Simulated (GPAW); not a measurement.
**1T-PtSe2 monolayer: simulated STM images**

Wanted: filled- and empty-state images of 1T-PtSe2 monolayer, with its work function.

Calculated with GPAW 26.7.0; GPAW, PAW setups; layer in a repeated cell with vacuum, relaxation of atoms and in-plane cell, in the first sound run; inputs show where later runs differ.

## 1. Starting point

The cell holds 3 atoms: 2 Se and 1 Pt. Its edges and angles: a = 3.750 Å, b = 3.750 Å, c = 16.268 Å, α = 90.0°, β = 90.0°, γ = 120.0°. Vacuum lies along c.

## 2. Relaxation

Forces are removed first; all later runs use this geometry.

The input, run.py:

```python
import json
import numpy as np
from ase import Atoms
from ase.filters import FrechetCellFilter
from ase.optimize import BFGS
from gpaw import GPAW, PW

slab = Atoms(
    ['Se', 'Pt', 'Se'],
    positions=[
        [1.87500, 1.08253, 7.00000],
        [0.00000, 0.00000, 8.13386],
        [-0.00000, 2.16506, 9.26772]],
    cell=[[3.75, 0.0, 0.0], [-1.875, 3.2476, 0.0], [0.0, 0.0, 16.2677]],
    pbc=[True, True, True])

slab.calc = GPAW(mode=PW(600), xc='PBE', kpts={'size': (9, 9, 1), 'gamma': True},
                 occupations={'name': 'fermi-dirac', 'width': 0.05}, nbands='160%',
                 convergence={'density': 1e-05}, maxiter=200,
                 symmetry={'tolerance': 1e-3}, txt='slab.txt')
result = {}
# The in-plane cell is free; stress needs a cell that repeats along all three vectors
path = []
opt = BFGS(FrechetCellFilter(slab, mask=[1, 1, 0, 0, 0, 1]), maxstep=0.2)
opt.attach(lambda: path.append((slab.get_potential_energy(), slab.positions.tolist(), slab.get_forces().tolist())))
result['relaxed'] = bool(opt.run(fmax=0.02, steps=45))
result['path'] = path
result['cell'] = slab.cell.tolist()
print('in-plane lattice', slab.cell.cellpar().round(4)[[0, 1, 5]])
energy = slab.get_potential_energy()
fermi = slab.calc.get_fermi_level()
v = slab.calc.get_electrostatic_potential().mean((0, 1)) - fermi
n = slab.calc.get_pseudo_density().mean((0, 1))
L = slab.cell[2, 2]
z = np.arange(len(v)) * L / len(v)
low, high = slab.positions[:, 2].min(), slab.positions[:, 2].max()
below, above = np.interp([low - 4.8, high + 4.8], z, v)
slopes = [np.interp(x, z, np.gradient(v, z)) for x in (low - 4.8, high + 4.8)]
eps = np.array([[slab.calc.get_eigenvalues(k, s) for k in range(len(slab.calc.get_ibz_k_points()))]
                for s in range(slab.calc.get_number_of_spins())]) - fermi
top, bottom = eps[eps < 0].max(), eps[eps > 0].min()
dipole = slab.get_dipole_moment()[2]
print(f'energy {energy:.4f} eV, Fermi level {fermi:.4f} eV, dipole {dipole:.5f} e A')
print(f'potential 4.8 A off the faces, from the Fermi level: lower {below:.4f} eV, upper {above:.4f} eV')
print(f'slope of the potential there: lower {slopes[0]:.5f}, upper {slopes[1]:.5f} eV/A')
print(f'nearest levels on the mesh: {top:.4f} and {bottom:.4f} eV')
print('magnetic moment', round(slab.get_magnetic_moment(), 3))
result.update(energy=energy, fermi=fermi, dipole=dipole, below=below, above=above, slopes=slopes, edges=[top, bottom],
              z=z.tolist(), v=v.tolist(), n=n.tolist(), positions=slab.positions.tolist(),
              forces=slab.get_forces(apply_constraint=False).tolist(), moments=slab.get_magnetic_moments().tolist())
json.dump(result, open('result.json', 'w'))
```

Launch:

```bash
$ OMP_NUM_THREADS=1 OPENBLAS_NUM_THREADS=1 python run.py
```

Output:

```text
Step          Energy          fmax
BFGS:    0      -14.201634        2.209679
BFGS:    1      -14.383105        1.511142
BFGS:    2      -14.525696        0.444829
BFGS:    3      -14.535553        0.332668
BFGS:    4      -14.545197        0.417435
BFGS:    5      -14.558829        0.403635
BFGS:    6      -14.569817        0.241694
BFGS:    7      -14.573888        0.070797
BFGS:    8      -14.574326        0.009572
in-plane lattice [  3.7465   3.7465 120.    ]
energy -14.5743 eV, Fermi level -1.0514 eV, dipole 0.00032 e A
potential 4.8 A off the faces, from the Fermi level: lower 5.0337 eV, upper 5.0329 eV
slope of the potential there: lower 0.00003, upper 0.00036 eV/A
nearest levels on the mesh: -0.6906 and 0.6624 eV
magnetic moment 0.0
```

It took 5.1 min on 1 thread of Arm Neoverse V2, shared host; peak memory 0.32 GiB.

This step gave:

| Item | Value |
| --- | --- |
| dipole along the normal | 3.17e-4 e·Å |
| levels nearest the Fermi level on the mesh | -0.6906, 0.6624 eV from the Fermi level |

Electrostatic potential energy of an electron (without an applied field's), less the Fermi level, planar mean against z:

z (Å), electrostatic potential energy of an electron (without an applied field's), less the Fermi level, planar mean (eV) and a bar from the least value:
```
        0        5.0 ##############################
        1        5.0 ##############################
        2        5.0 ##############################
        3        5.0 ##############################
        4        5.0 ##############################
        5        4.8 ##############################
        6        1.3 ########################
        7      -14.0 
        8      -13.7 
        9       -8.9 ########
       10       -2.9 ##################
       11        4.6 #############################
       12        5.0 ##############################
       13        5.0 ##############################
       14        5.0 ##############################
       15        5.0 ##############################
       16        5.0 ##############################
```

Table of pseudo valence density, planar mean by z:

```
z (Å)  pseudo valence density, planar mean (e/Å³)
 0.00                                           0
 0.51                                           0
 0.85                                           0
 1.36                                           0
 1.69                                           0
 2.20                                      4.2e-6
 2.54                                      1.0e-5
 3.05                                      3.9e-5
 3.56                                      1.6e-4
 3.90                                      4.1e-4
 4.41                                     0.00171
 4.74                                     0.00453
 5.25                                      0.0202
 5.59                                      0.0543
 6.10                                       0.200
 6.61                                       0.259
 6.95                                       0.262
 7.46                                       0.534
 7.79                                       0.920
 8.30                                        1.25
 8.64                                       0.657
 9.15                                       0.403
 9.49                                       0.192
10.00                                       0.270
10.51                                      0.0870
10.85                                      0.0332
11.35                                     0.00743
11.69                                     0.00277
12.20                                      6.6e-4
12.54                                      2.5e-4
13.05                                      6.4e-5
13.56                                      1.5e-5
13.90                                      6.0e-6
14.40                                      1.7e-6
14.74                                           0
15.25                                           0
15.59                                           0
16.10                                           0
```

The relaxation lowered the energy of the cell by 0.373 eV (energies extrapolated to zero smearing; the optimiser's log prints free energies). The largest force left on a free atom is 0.0096 eV/Å.

(Continued in part 2 of 2.)

[Logs are printed without paths, hosts, clocks, repeated set-up lines and the standing remarks that a program may print on its own settings, such as how far it seeks lower states.]

[Hosts, paths, dates, database ids (printed as entryN), source tags and the programs' standing remarks are cut or masked in the printed files.]
